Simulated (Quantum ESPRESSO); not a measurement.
## SrO (Fm-3m): from strain to phonon shift

Aim: the phonon deformation potentials p and q of SrO (Fm-3m), tested on a biaxially strained cell.

Method: DFT LDA, scalar-relativistic, plane waves, PseudoDojo norm-conserving pseudopotentials, in Quantum ESPRESSO 7.5.

The database entry behind the starting cell differs from later determinations by our own check (about 0.5 % short), so it need not match the best structure at ambient conditions.

## (1) The relaxed structure

It takes space group Fm-3m (No. 225, cubic). The conventional cell has a = 5.061 Å, b = 5.061 Å, c = 5.061 Å, α = 90.00°, β = 90.00°, γ = 90.00°. Sr has 6 O at 2.53 Å nearest. Nearest to O lie 6 Sr at 2.53 Å. Farther neighbours and most contacts between anions are not listed.

This is the cell after its relaxation at this level of theory, not the database cell from which that began.

## (2) Uniaxial strain

The relaxed cell is stretched along z alone. This keeps all atoms on sites fixed by symmetry and splits the threefold mode into a singlet, polarised along z, and a doublet. The macroscopic field is left out, so these are transverse modes. Cutoff 92 Ry, k mesh 8×8×8.

From the response at ε_zz = 0.01:

Output:

```text
[banners, grids, parts of the stress and lines that vanish by symmetry left out]
Program PHONON v.7.5
     Reading xml data from directory:

[...]
Exchange-correlation= PW
                           (   1   4   0   0   0   0   0)
[...]
kinetic-energy cut-off    =      92.0000  Ry
     charge density cut-off    =     368.0000  Ry
     convergence threshold     =      1.0E-18
[...]
Exchange-correlation= PW
                           (   1   4   0   0   0   0   0)
[...]
q = (   0.0000000   0.0000000   0.0000000 )
     17 Sym.Ops. (with q -> -q+G )
     G cutoff =  430.5941  (  26341 G-vectors)     FFT grid: ( 45, 45, 45)
     number of k points=    59
[...]
Mode symmetry, D_4h(4/mmm) point group:
[...]
Representation #   1 mode #   1
[...]
End of self-consistent calculation
     Convergence has been achieved
     Representation #   2 mode #   2
[...]
End of self-consistent calculation
     Convergence has been achieved
     Representation #   3 modes #   3   4
[...]
End of self-consistent calculation
     Convergence has been achieved
     Representation #   4 modes #   5   6
[...]
End of self-consistent calculation
     Convergence has been achieved
[...]
q = (    0.000000000   0.000000000   0.000000000 )
[...]
freq (    1) =       0.006360 [THz] =       0.212138 [cm-1]
     freq (    2) =       0.008349 [THz] =       0.278506 [cm-1]
     freq (    3) =       0.008349 [THz] =       0.278506 [cm-1]
     freq (    4) =       5.764462 [THz] =     192.281759 [cm-1]
     freq (    5) =       6.578563 [THz] =     219.437238 [cm-1]
     freq (    6) =       6.578563 [THz] =     219.437238 [cm-1]
[...]
Mode symmetry, D_4h(4/mmm) point group:
     freq (   1-   1) =          0.2  [cm-1]   --> A_2u X_4' M_4'  I
     freq (   2-   3) =          0.3  [cm-1]   --> E_u  X_5' M_5'  I
     freq (   4-   4) =        192.3  [cm-1]   --> A_2u X_4' M_4'  I
     freq (   5-   6) =        219.4  [cm-1]   --> E_u  X_5' M_5'  I

   JOB DONE.
```

```tsv
ε_zz	singlet (cm⁻¹)	doublet (cm⁻¹)	σ_zz (GPa)	σ_xx (GPa)
-0.01	241.16	213.24	-2.240	-0.536
-0.005	228.90	215.06	-1.085	-0.266
0	216.70	216.70	-0.002	-0.002
0.005	204.50	218.15	1.014	0.256
0.01	192.28	219.44	1.966	0.508
```

Stress is counted positive in tension.

## (3) The fit

To first order ω² − ω₀² = p ε_zz + q (ε_xx + ε_yy) for the mode along z, and likewise for x and y. With ε_zz alone the singlet gives p and the doublet q.

The linear terms of parabolas through ω² are p = -22.55 ω₀² and q = 2.86 ω₀², with ω₀ = 216.7 cm⁻¹. Those of the stresses are C11 = 210 GPa and C12 = 52 GPa. Under hydrostatic strain p and q imply γ = −(p + 2q)/(6 ω₀²) = 2.81.

A layer held to an in-plane strain ε and free along z takes ε_zz = −2 (C12/C11) ε = -0.497 ε. To first order the singlet then shifts by (q − p C12/C11) ε / ω₀ = 1832 ε cm⁻¹. For ε = -0.006, ε_zz = 0.00298, the formulas for ω² predict 205.41 cm⁻¹ for the singlet and 230.02 cm⁻¹ for the doublet.

## (4) A biaxially strained cell

This run was no part of the fit.

Output:

```text
[banners, grids, parts of the stress and lines that vanish by symmetry left out]
[banner, memory and clock lines left out]
Program PHONON v.7.5

[...]
Exchange-correlation= PW
                           (   1   4   0   0   0   0   0)
[...]
kinetic-energy cut-off    =      92.0000  Ry
     charge density cut-off    =     368.0000  Ry
     convergence threshold     =      1.0E-18
[...]
Exchange-correlation= PW
                           (   1   4   0   0   0   0   0)
[...]
q = (   0.0000000   0.0000000   0.0000000 )
     17 Sym.Ops. (with q -> -q+G )
     G cutoff =  425.0318  (  25869 G-vectors)     FFT grid: ( 45, 45, 45)
     number of k points=    59
[...]
Mode symmetry, D_4h(4/mmm) point group:
[...]
Representation #   1 mode #   1
[...]
End of self-consistent calculation
     Convergence has been achieved
     Representation #   2 mode #   2
[...]
End of self-consistent calculation
     Convergence has been achieved
     Representation #   3 modes #   3   4
[...]
End of self-consistent calculation
     Convergence has been achieved
     Representation #   4 modes #   5   6
[...]
End of self-consistent calculation
     Convergence has been achieved
[...]
q = (    0.000000000   0.000000000   0.000000000 )
[...]
freq (    1) =       0.024288 [THz] =       0.810155 [cm-1]
     freq (    2) =       0.024787 [THz] =       0.826810 [cm-1]
     freq (    3) =       0.024787 [THz] =       0.826810 [cm-1]
     freq (    4) =       6.153756 [THz] =     205.267189 [cm-1]
     freq (    5) =       6.905861 [THz] =     230.354733 [cm-1]
     freq (    6) =       6.905861 [THz] =     230.354733 [cm-1]
[...]
Mode symmetry, D_4h(4/mmm) point group:
     freq (   1-   1) =          0.8  [cm-1]   --> A_2u X_4' M_4'  I
     freq (   2-   3) =          0.8  [cm-1]   --> E_u  X_5' M_5'  I
     freq (   4-   4) =        205.3  [cm-1]   --> A_2u X_4' M_4'  I
     freq (   5-   6) =        230.4  [cm-1]   --> E_u  X_5' M_5'  I
```

```tsv
mode	predicted (cm⁻¹)	run (cm⁻¹)
singlet	205.41	205.27
doublet	230.02	230.35
```

The stress along z is -0.011 GPa and that in the plane -1.480 GPa; the unstrained cell carries -0.002 GPa.

## (5) Outcome

| Item | Value |
| --- | --- |
| p (in units of the squared frequency) | -22.55 |
| q (same units) | 2.855 |
| shift of the singlet per unit of biaxial strain | 1832 cm⁻¹ |
| C11 and C12 | 210 and 52 GPa |

What this shows: To first order, one per cent of tensile biaxial strain moves the singlet of SrO (Fm-3m) by 18.3 cm⁻¹ and the doublet by -22.9 cm⁻¹; the formulas miss the test run by up to 0.33 cm⁻¹. In the rock-salt structure this mode is infrared active and has no first-order Raman line. The third potential, r, needs shear strain, which was not run. These are harmonic values at zero temperature.

[Host names and launcher messages were left out of these logs when they were recorded.]

[Logs are printed without paths, hosts, clocks, repeated set-up lines and the standing remarks that a program may print on its own settings, such as how far it seeks lower states.]

[Hosts, paths, dates, database ids (printed as entryN), source tags and the programs' standing remarks are cut or masked in the printed files.]
